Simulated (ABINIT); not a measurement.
**How the form of the self-energy moves the gap of Ba2ScCuO4 (P4/mmm)**

Aim: compare treatments of exchange, screening and correlation for the gap of Ba2ScCuO4 (P4/mmm).

Main program and level: ABINIT 10.8.3; PBEsol and many-body steps on it, plane waves.

In doubt: a PseudoDojo file used here is known to give poor structures and forces, which bears on pressures, cells, forces and phonons.

### 1. The structure

It takes space group P4/mmm (No. 123, tetragonal). Conventional cell: a = 4.177 Å, b = 4.177 Å, c = 8.079 Å, α = 90.00°, β = 90.00°, γ = 90.00°. Ba has 8 O at 2.81 to 2.97 Å nearest. Sc has 6 O at 2.09 to 2.22 Å nearest. Nearest to Cu lie 2 O at 1.82 Å. Nearest to O lie 2 Sc at 2.09 Å and 4 Ba at 2.81 Å. Nearest to O lie 1 Cu at 1.82 Å and 1 Sc at 2.22 Å and 4 Ba at 2.97 Å. Farther neighbours and most contacts between anions are not listed.

Structure file:

```cif
data_structure
_symmetry_space_group_name_H-M 'P4/mmm'
_symmetry_Int_Tables_number 123
_cell_length_a 4.1770
_cell_length_b 4.1770
_cell_length_c 8.0789
_cell_angle_alpha 90.000
_cell_angle_beta 90.000
_cell_angle_gamma 90.000
_cell_volume 140.95
loop_
_atom_site_label
_atom_site_type_symbol
_atom_site_symmetry_multiplicity
_atom_site_Wyckoff_symbol
_atom_site_fract_x
_atom_site_fract_y
_atom_site_fract_z
_atom_site_occupancy
Ba1 Ba 2 h 0.50000 0.50000 0.76798 1
Sc1 Sc 1 a 0.00000 0.00000 0.00000 1
Cu1 Cu 1 b 0.00000 0.00000 0.50000 1
O1 O 2 f 0.00000 0.50000 0.00000 1
O2 O 2 g 0.00000 0.00000 0.72467 1
```

The cell and positions are those that the Materials Project relaxed with its own functionals (PBE, PBE+U or r2SCAN), kept fixed. Spin-orbit coupling is left out unless a step names it.

### 2. Empty states on the mesh, 2×2×1 mesh, 292 bands

This step: ABINIT 10.8.3; DFT, PBEsol, plane waves, norm-conserving pseudopotentials.

The sums over transitions need many empty states on a uniform mesh; this step solves for them.

The input, run.abi:

```
acell 3*1.0 Angstrom
rprim 
  4.176956000000 0.000000000000 0.000000000000
  0.000000000000 4.176956000000 0.000000000000
  0.000000000000 0.000000000000 8.078857000000
ntypat 4
znucl 56 21 29 8
natom 8
typat 1 1 2 3 4 4 4 4
xred 
  0.500000000000 0.500000000000 0.767977000000
  0.500000000000 0.500000000000 0.232023000000
  0.000000000000 0.000000000000 0.000000000000
  0.000000000000 0.000000000000 0.500000000000
  0.000000000000 0.500000000000 0.000000000000
  0.500000000000 0.000000000000 0.000000000000
  0.000000000000 0.000000000000 0.724671000000
  0.000000000000 0.000000000000 0.275329000000
pp_dirpath "pseudos"
pseudos "Ba.upf, Sc.upf, Cu.upf, O.upf"
ecut 42
ngkpt 2 2 1
nshiftk 1
shiftk 0 0 0
kptopt 1
chksymbreak 0
iscf -2
irdden 1
istwfk *1
nband 292
nbdbuf 26
tolwfr 1e-09
nstep 60
prtvol 0
indata_prefix "in"
outdata_prefix "out"
tmpdata_prefix "tmp"
```

The run is started by

```bash
$ OMP_NUM_THREADS=1 mpirun -n 4 abinit run.abi > log
```

Numbers of over 12 decimals in the logs are rounded to 6 here.

Log:

```text
.Version 10.8.3 of ABINIT. v10.8.2 released Aug 2026.

 Symmetries : space group P4/m m m (#123); Bravais tP (primitive tetrag.)
[... echo of the input left out ...]
== DATASET  1 ==================================================================
-   mpi_nproc: 4, omp_nthreads: 1 (-1 if OMP is not activated)
-    --> not optimal distribution: autoparal keyword recommended in input file <--

--- !DatasetInfo
iteration_state: {dtset: 1, }
dimensions: {natom: 8, nkpt: 3, mband: 292, nsppol: 1, nspinor: 1, nspden: 1, mpw: 12409, }
cutoff_energies: {ecut:  42.0, pawecutdg:  -1.0, }
[...]
2.91447    2.91447    2.91450    2.92273    2.92946    2.93156    2.93556    2.94402
   2.94743    2.97019    2.97019    2.98497    2.98499    3.01182    3.01229    3.03818
   3.03826    3.04182    3.04358    3.05081
 prteigrs : prtvol=0 or 1, do not print more k-points.

== END DATASET(S) ==============================================================
================================================================================

 -outvars: echo values of variables after computation  --------
            nband         292
             nkpt           3
          spgroup         123
 [... the other variables as echoed above ...]

 Calculation completed.
```

Wall time 2.8 min (4 MPI ranks of Arm Neoverse V2, shared host); peak memory 0.55 GiB; 11 min of CPU time.

This step gave:

| Quantity | Value |
| --- | --- |
| gap | 1.956 eV |
| k of the valence top | 0.5, 0.5, 0 |
| k of the conduction bottom | 0.5, 0, 0 |
| least direct gap | 1.995 eV |
| k points computed | 3 |
| lowest point of the top converged band, above the valence top | 70.0048 eV |

On this mesh the gap is 1.956 eV.

The density comes from a self-consistent run that is not shown.

### 3. Screening, 2×2×1 mesh, 130 bands, screening to 114.3 eV

The RPA dielectric matrix is built and inverted for each q.

This step: RPA screening on PBEsol, plane waves, norm-conserving pseudopotentials.

run.abi, as its differences from that of step 2:

```diff
@@ -26,10 +26,11 @@
 chksymbreak 0
-iscf -2
-irdden 1
 istwfk *1
-nband 292
-nbdbuf 26
-tolwfr 1e-09
-nstep 60
-prtvol 0
+occopt 1
+irdwfk 1
+optdriver 3
+nband 130
+ecuteps 4.2
+inclvkb 2
+awtr 1
+symchi 1
 indata_prefix "in"
```

Log:

```text
.Version 10.8.3 of ABINIT. v10.8.2 released Aug 2026.

 Symmetries : space group P4/m m m (#123); Bravais tP (primitive tetrag.)
[... echo of the input left out ...]
== DATASET  1 ==================================================================
-   mpi_nproc: 4, omp_nthreads: 1 (-1 if OMP is not activated)

--- !DatasetInfo
iteration_state: {dtset: 1, }
dimensions: {natom: 8, nkpt: 3, mband: 130, nsppol: 1, nspinor: 1, nspden: 1, mpw: 12409, }
cutoff_energies: {ecut:  42.0, pawecutdg:  -1.0, }
electrons: {nelect:   7.40000000E+01, charge:   0.00000000E+00, occopt:   1.00000000E+00, tsmear:   1.00000000E-02, }

 SCREENING: Calculation of the susceptibility and dielectric matrices

 Based on a program developped by R.W. Godby, V. Olevano, G. Onida, and L. Reining.
 Incorporated in ABINIT by V. Olevano, G.-M. Rignanese, and M. Torrent.
.Using double precision arithmetic ; gwpc =  8

[... cell and pseudopotentials left out ...]
--------------------------------------------------------------------------------

 ==== K-mesh for the wavefunctions ====
 Number of points in the irreducible wedge :     3
[... list of points left out ...]
 Together with 16 symmetry operations and time-reversal symmetry
 yields     4 points in the full Brillouin Zone.

 ==== Q-mesh for the screening function ====
 Number of points in the irreducible wedge :     3
[... list of points left out ...]
 Together with 16 symmetry operations and time-reversal symmetry
 yields     4 points in the full Brillouin Zone.

 setmesh: FFT mesh size selected  =    32x   32x   60
          total number of points  =        61440

 vcoul_init : cutoff-mode = AUXILIARY_FUNCTION
 q-points for optical limit:   1
     1)      0.000010    0.000020    0.000030

- screening: taking advantage of time-reversal symmetry
- Maximum band index for partially occupied states nbvw = 37
- Remaining bands to be divided among processors   nbcw = 93
- Number of bands treated by each node ~23

 Number of electrons calculated from density =   74.0000; Expected =   74.0000
 average of density, n =  0.077797
 r_s =    1.4532
 omega_plasma =   26.9053 [eV]

 calculating chi0 at frequencies [eV] :
  1    0.000000E+00    0.000000E+00
  2    0.000000E+00    2.690533E+01

--------------------------------------------------------------------------------
  q-point number  1        q = ( 0.000000, 0.000000, 0.000000) [r.l.u.]
--------------------------------------------------------------------------------
[... chi0 elements left out ...]
 For q-point:  0.000010 0.000020 0.000030
  dielectric constant =   5.1966
  dielectric constant without local fields =   5.8361

  Average fulfillment of the sum rule on Im[epsilon] for q-point    1 :     47.17  [%]
[... wings left out ...]
  q-point number  2        q = ( 0.500000, 0.000000, 0.000000) [r.l.u.]
--------------------------------------------------------------------------------
[... chi0 elements left out ...]
  Average fulfillment of the sum rule on Im[epsilon] for q-point    2 :     49.43  [%]

 [... 1 further q-points ...]
```

Wall time 39 s (4 MPI ranks); peak memory 1.6 GiB.

This step gave:

* ε∞ with local fields, on this mesh, along the program's q direction: 5.197
* the same without local fields: 5.836
* plasma frequency: 26.91 eV
* plane waves in the screening matrix: 379

Local fields lower ε∞ by 11 %. On a Γ-centred mesh this coarse the value itself is usually too large, while a short band sum pulls it down.

### 4. G0W0, Godby-Needs plasmon pole

The self-energy is evaluated for the states that the input lists, and the levels follow from it, in one-shot runs by the linearised quasiparticle equation.

This step: G0W0 on PBEsol, plane waves, norm-conserving pseudopotentials.

run.abi, as its differences from that of step 3:

```diff
@@ -29,8 +29,19 @@
 irdwfk 1
-optdriver 3
+optdriver 4
 nband 130
+gwcalctyp 0
+ecutsigx 42
+symsigma 1
+nkptgw 3
+kptgw 
+  0.5000000000 0.5000000000 0.0000000000
+  0.5000000000 0.0000000000 0.0000000000
+  0.0000000000 0.0000000000 0.0000000000
+bdgw 
+  36 39
+  36 39
+  36 39
 ecuteps 4.2
-inclvkb 2
-awtr 1
-symchi 1
+irdscr 1
+ppmodel 1
 indata_prefix "in"
```

Log:

```text
.Version 10.8.3 of ABINIT. v10.8.2 released Aug 2026.

 Symmetries : space group P4/m m m (#123); Bravais tP (primitive tetrag.)
[... echo of the input left out ...]
== DATASET  1 ==================================================================
-   mpi_nproc: 4, omp_nthreads: 1 (-1 if OMP is not activated)

--- !DatasetInfo
iteration_state: {dtset: 1, }
dimensions: {natom: 8, nkpt: 3, mband: 130, nsppol: 1, nspinor: 1, nspden: 1, mpw: 12409, }
cutoff_energies: {ecut:  42.0, pawecutdg:  -1.0, }
electrons: {nelect:   7.40000000E+01, charge:   0.00000000E+00, occopt:   1.00000000E+00, tsmear:   1.00000000E-02, }

 SIGMA: Calculation of the GW corrections

 Based on a program developped by R.W. Godby, V. Olevano, G. Onida, and L. Reining.
 Incorporated in ABINIT by V. Olevano, G.-M. Rignanese, and M. Torrent.
.Using double precision arithmetic ; gwpc =  8

[... cell and pseudopotentials left out ...]
--------------------------------------------------------------------------------

 ==== K-mesh for the wavefunctions ====
 Number of points in the irreducible wedge :     3
[... list of points left out ...]
 Together with 16 symmetry operations and time-reversal symmetry
 yields     4 points in the full Brillouin Zone.

 ==== Q-mesh for screening function ====
 Number of points in the irreducible wedge :     3
[... list of points left out ...]
 Together with 16 symmetry operations and time-reversal symmetry
 yields     4 points in the full Brillouin Zone.

 vcoul_init : cutoff-mode = AUXILIARY_FUNCTION
 q-points for optical limit:   1
     1)      0.000010    0.000020    0.000030
 setmesh: FFT mesh size selected  =    48x   48x   90
          total number of points  =       207360

 Number of electrons calculated from density =   74.0000; Expected =   74.0000
 average of density, n =  0.077797
 r_s =    1.4532
 omega_plasma =   26.9053 [eV]

 === KS Band Gaps ===
  >>>> For spin  1
   Minimum direct gap =   1.9952 [eV], located at k-point      :   0.5000  0.0000  0.0000
   Fundamental gap    =   1.9562 [eV], Top of valence bands at :   0.5000  0.5000  0.0000
                                       Bottom of conduction at :   0.5000  0.0000  0.0000
 SIGMA fundamental parameters:
 PLASMON POLE MODEL  1
 number of plane-waves for SigmaX                12409
 number of plane-waves for SigmaC and W            379
 number of plane-waves for wavefunctions         12409
 number of bands                                   130
 number of independent spin polarizations            1
 number of spinorial components                      1
 number of k-points in IBZ                           3
 number of q-points in IBZ                           3
 number of symmetry operations                      16
 number of k-points in BZ                            4
 number of q-points in BZ                            4
 number of frequencies for dSigma/dE                 9
 frequency step for dSigma/dE [eV]                0.25
 number of omega for Sigma on real axis              0
 max omega for Sigma on real axis  [eV]           0.00
 zcut for avoiding poles [eV]                     0.10

 EPSILON^-1 parameters (SCR file):
 dimension of the eps^-1 matrix on file            379
 dimension of the eps^-1 matrix used               379
 number of plane-waves for wavefunctions         12409
 number of bands                                   130
 number of q-points in IBZ                           3
 number of frequencies                               2
 number of real frequencies                          1
 number of imag frequencies                          1

 matrix elements of self-energy operator (all in [eV])

 Perturbative Calculation

--- !SelfEnergy_ee
iteration_state: {dtset: 1, }
kpoint     : [   0.500,    0.500,    0.000, ]
spin       : 1
KS_gap     :    2.491
QP_gap     :    3.382
Delta_QP_KS:    0.892
data: !SigmaeeData |
     Band     E0 <VxcDFT>   SigX SigC(E0)      Z dSigC/dE  Sig(E)    E-E0       E
       36   5.325 -25.764 -32.578   6.632   0.736  -0.358 -25.898  -0.133   5.192
       37   5.325 -25.764 -32.578   6.632   0.736  -0.358 -25.898  -0.133   5.192
       38   7.816 -10.010  -5.947  -3.143   0.824  -0.213  -9.252   0.759   8.574
       39   7.816 -10.010  -5.947  -3.143   0.824  -0.213  -9.252   0.759   8.574

--- !SelfEnergy_ee
iteration_state: {dtset: 1, }
kpoint     : [   0.500,    0.000,    0.000, ]
spin       : 1
KS_gap     :    1.995
QP_gap     :    2.764
Delta_QP_KS:    0.769
data: !SigmaeeData |
     Band     E0 <VxcDFT>   SigX SigC(E0)      Z dSigC/dE  Sig(E)    E-E0       E
       36   4.822 -26.669 -33.888   6.932   0.733  -0.365 -26.879  -0.210   4.612
       37   5.286 -25.135 -31.781   6.483   0.738  -0.355 -25.255  -0.120   5.166
[...]
--- !SelfEnergy_ee
iteration_state: {dtset: 1, }
kpoint     : [   0.000,    0.000,    0.000, ]
spin       : 1
KS_gap     :    2.402
QP_gap     :    3.745
Delta_QP_KS:    1.343
data: !SigmaeeData |
     Band     E0 <VxcDFT>   SigX SigC(E0)      Z dSigC/dE  Sig(E)    E-E0       E
[...]
37   5.102 -25.786 -32.614   6.627   0.736  -0.359 -25.933  -0.148   4.954
       38   7.504 -19.036 -15.069  -2.456   0.791  -0.265 -17.841   1.195   8.699
       39   8.620 -15.445  -8.319  -4.525   0.799  -0.251 -13.366   2.079  10.699

 New Fermi energy :        2.411143E-01 Ha ,    6.561054E+00 eV

 === QP Band Gaps ===
  >>>> For spin  1
   Minimum direct gap =   2.7644 [eV], located at k-point      :   0.5000  0.0000  0.0000
   Fundamental gap    =   2.7385 [eV], Top of valence bands at :   0.5000  0.5000  0.0000
                                       Bottom of conduction at :   0.5000  0.0000  0.0000

== END DATASET(S) ==============================================================
================================================================================

 -outvars: echo values of variables after computation  --------
           etotal      0.0000000000E+00
            nband         130
             nkpt           3
          spgroup         123
 [... the other variables as echoed above ...]

 Calculation completed.
```

Elapsed: 14 s, on 4 MPI ranks; peak memory 1 GiB; 55 s of CPU time.

This step gave:

```yaml
g0w0_gap_on_the_points_computed: 2.738 eV
starting_gap_on_the_mesh: 1.956 eV
k_of_the_valence_top: 0.5, 0.5, 0
k_of_the_conduction_bottom: 0.5, 0, 0
z_at_the_valence_top: 0.736
z_at_the_conduction_bottom: 0.826
least_direct_g0w0_gap_on_the_computed_points: 2.764 eV
```

The gap on the mesh goes from 1.96 eV to 2.74 eV, a correction of +0.78 eV.

### 5. G0W0, Engel-Farid plasmon pole

run.abi, as its differences from that of step 4:

```diff
@@ -45,3 +45,3 @@
 irdscr 1
-ppmodel 1
+ppmodel 4
 indata_prefix "in"
```

Log:

```text
.Version 10.8.3 of ABINIT. v10.8.2 released Aug 2026.

 Symmetries : space group P4/m m m (#123); Bravais tP (primitive tetrag.)
[... echo of the input left out ...]
== DATASET  1 ==================================================================
-   mpi_nproc: 4, omp_nthreads: 1 (-1 if OMP is not activated)

--- !DatasetInfo
iteration_state: {dtset: 1, }
dimensions: {natom: 8, nkpt: 3, mband: 130, nsppol: 1, nspinor: 1, nspden: 1, mpw: 12409, }
cutoff_energies: {ecut:  42.0, pawecutdg:  -1.0, }
electrons: {nelect:   7.40000000E+01, charge:   0.00000000E+00, occopt:   1.00000000E+00, tsmear:   1.00000000E-02, }

 SIGMA: Calculation of the GW corrections

 Based on a program developped by R.W. Godby, V. Olevano, G. Onida, and L. Reining.
 Incorporated in ABINIT by V. Olevano, G.-M. Rignanese, and M. Torrent.
.Using double precision arithmetic ; gwpc =  8

[... cell and pseudopotentials left out ...]
--------------------------------------------------------------------------------

 ==== K-mesh for the wavefunctions ====
 Number of points in the irreducible wedge :     3
[... list of points left out ...]
 Together with 16 symmetry operations and time-reversal symmetry
 yields     4 points in the full Brillouin Zone.

 ==== Q-mesh for screening function ====
 Number of points in the irreducible wedge :     3
[... list of points left out ...]
 Together with 16 symmetry operations and time-reversal symmetry
 yields     4 points in the full Brillouin Zone.

 vcoul_init : cutoff-mode = AUXILIARY_FUNCTION
 q-points for optical limit:   1
     1)      0.000010    0.000020    0.000030
 setmesh: FFT mesh size selected  =    48x   48x   90
          total number of points  =       207360

 Number of electrons calculated from density =   74.0000; Expected =   74.0000
[...]
Perturbative Calculation

--- !SelfEnergy_ee
iteration_state: {dtset: 1, }
kpoint     : [   0.500,    0.500,    0.000, ]
spin       : 1
KS_gap     :    2.491
QP_gap     :    3.308
Delta_QP_KS:    0.817
data: !SigmaeeData |
     Band     E0 <VxcDFT>   SigX SigC(E0)      Z dSigC/dE  Sig(E)    E-E0       E
       36   5.325 -25.764 -32.578   6.709   0.765  -0.307 -25.844  -0.080   5.245
       37   5.325 -25.764 -32.578   6.709   0.765  -0.307 -25.844  -0.080   5.245
       38   7.816 -10.010  -5.947  -3.180   0.835  -0.198  -9.273   0.737   8.553
[...]
--- !SelfEnergy_ee
iteration_state: {dtset: 1, }
kpoint     : [   0.500,    0.000,    0.000, ]
spin       : 1
KS_gap     :    1.995
QP_gap     :    2.701
Delta_QP_KS:    0.706
data: !SigmaeeData |
     Band     E0 <VxcDFT>   SigX SigC(E0)      Z dSigC/dE  Sig(E)    E-E0       E
[...]
--- !SelfEnergy_ee
iteration_state: {dtset: 1, }
kpoint     : [   0.000,    0.000,    0.000, ]
spin       : 1
KS_gap     :    2.402
QP_gap     :    3.788
Delta_QP_KS:    1.386
data: !SigmaeeData |
     Band     E0 <VxcDFT>   SigX SigC(E0)      Z dSigC/dE  Sig(E)    E-E0       E
[...]
38   7.504 -19.036 -15.069  -2.382   0.808  -0.238 -17.756   1.281   8.785
       39   8.620 -15.445  -8.319  -4.535   0.825  -0.212 -13.308   2.137  10.757

 New Fermi energy :        2.418091E-01 Ha ,    6.579960E+00 eV

 === QP Band Gaps ===
  >>>> For spin  1
   Minimum direct gap =   2.7014 [eV], located at k-point      :   0.5000  0.0000  0.0000
   Fundamental gap    =   2.6693 [eV], Top of valence bands at :   0.5000  0.5000  0.0000
                                       Bottom of conduction at :   0.5000  0.0000  0.0000

== END DATASET(S) ==============================================================
================================================================================

 -outvars: echo values of variables after computation  --------
           etotal      0.0000000000E+00
            nband         130
             nkpt           3
          spgroup         123
 [... the other variables as echoed above ...]

 Calculation completed.
```

It took 9.3 s on 4 MPI ranks; peak memory 1.1 GiB.

Numbers from this step:

```yaml
g0w0_gap_on_the_points_computed: 2.67 eV
starting_gap_on_the_mesh: 1.956 eV
k_of_the_valence_top: 0.5, 0.5, 0
k_of_the_conduction_bottom: 0.5, 0, 0
z_at_the_valence_top: 0.765
z_at_the_conduction_bottom: 0.835
least_direct_g0w0_gap_on_the_computed_points: 2.702 eV
```

Against G0W0 in ABINIT (2×2×1 mesh, 130 bands, screening to 114.3 eV, Godby-Needs plasmon pole), the gap moves by −0.068 eV.

(Part 1 of 2 ends here.)

[Paths, hosts, dates, memory and timing lines, banners, echoed tables and standing remarks are left out of the program output.]

[Logs are printed without paths, hosts, clocks, repeated set-up lines and the standing remarks that a program may print on its own settings, such as how far it seeks lower states.]

[Runs of the session that timed out or met a known fault of the program may be left out.]

[Hosts, paths, dates, database ids (printed as entryN), source tags and the programs' standing remarks are cut or masked in the printed files.]

[G0W0 gaps are taken among the corrected bands and points alone; a level outside them can change the order at an edge.]

[Where Ansatz stands beside ABINIT at settings called matched, ABINIT's density can come from a denser mesh and the files from another edition; pairs whose starting gaps differed by over 0.03 eV were left out, so agreement reads better than it is.]
